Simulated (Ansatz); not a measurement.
**twisted graphene bilayer, 27.80° (52 atoms): close-ups with forces and charges**

The cell holds 52 atoms: 52 C. Its edges and angles: a = 8.870 Å, b = 8.870 Å, c = 17.430 Å, α = 90.0°, β = 90.0°, γ = 120.0°. It derives from C (graphene). Graphene (a = 2.46 Å) under graphene (a = 2.46 Å), bilayer, commensurate cell of 13 unit cells a layer, twist 27.80 deg; facing planes 3.43 Å apart as built; 14 Å of vacuum; minimised with a classical potential. Regions: layer 1, 26 atoms (26 C); layer 2, 26 atoms (26 C). Vacuum lies along c.

Method: Kohn-Sham DFT, PBE+D4, PAW (set soft_2), plane waves (Ansatz 0.2.0; cutoff 420 eV, k-mesh 3×3×1, fermi-dirac smearing of 0.05 eV), at the geometry as built.

The whole cell was solved; only parts of it are printed.

A closer look about C46, picked at random: 35 atoms, nearest first, numbered in the order of the input, with positions taken from that point.

```
atom      x      y      z  distance (Å)  bonds
 C46   0.00   0.00   0.00          0.00      3
 C27  -1.36   0.39   0.00          1.42      3
 C43   1.02   0.98   0.00          1.42      3
 C45   0.34  -1.38   0.00          1.42      3
 C34  -0.68  -2.36   0.00          2.46      3
 C40  -2.39  -0.59   0.00          2.46      3
 C28  -1.71   1.77   0.00          2.46      3
 C44   0.68   2.36   0.00          2.46      3
 C38   2.39   0.59   0.00          2.46      3
 C52   1.71  -1.77   0.00          2.46      3
 C39  -2.05  -1.97   0.00          2.84      3
 C49  -0.68   2.76   0.00          2.84      3
 C37   2.73  -0.79   0.00          2.84      3
 C22   0.34   0.59  -3.40          3.47      3
 C19   0.00  -0.79  -3.40          3.49      3
 C29  -3.07   2.17   0.00          3.76      3
 C31  -3.75  -0.20   0.00          3.76      3
 C51   2.05  -3.15   0.00          3.76      3
 C35   3.41   1.58   0.00          3.76      3
 C33  -0.34  -3.74   0.00          3.76      3
 C41   1.71   3.35   0.00          3.76      3
 C21  -0.68   1.58  -3.40          3.81      3
 C14  -1.36  -1.18  -3.40          3.85      3
  C1   1.71   0.98  -3.40          3.93      3
 C20   1.02  -1.77  -3.40          3.97      3
 C16  -2.05   1.18  -3.40          4.14      3
 C13  -2.39  -0.20  -3.40          4.16      3
 C32  -4.09   1.18   0.00          4.26      3
 C42  -3.07  -2.95   0.00          4.26      3
 C50  -1.02   4.14   0.00          4.26      3
 C48   4.09  -1.18   0.00          4.26      3
 C30   1.02  -4.14   0.00          4.26      3
 C36   3.07   2.95   0.00          4.26      3
  C2   2.73   0.00  -3.40          4.36      3
 C25   2.39  -1.38  -3.40          4.38      3
```

The column of bonds counts only the pairs C-C within 1.82 Å; other neighbours, such as metal atoms beside each other in a compound, aren't counted, and periodic images can show an atom twice.

Length of the force by element:

```
element  coordination  atoms  mean length of the force (eV/Å)  spread   least    most
      C           all     52                           0.0133  0.0033  0.0039  0.0166
```

[Logs are printed without paths, hosts, clocks, repeated set-up lines and the standing remarks that a program may print on its own settings, such as how far it seeks lower states.]

[Hosts, paths, dates, database ids (printed as entryN), source tags and the programs' standing remarks are cut or masked in the printed files.]
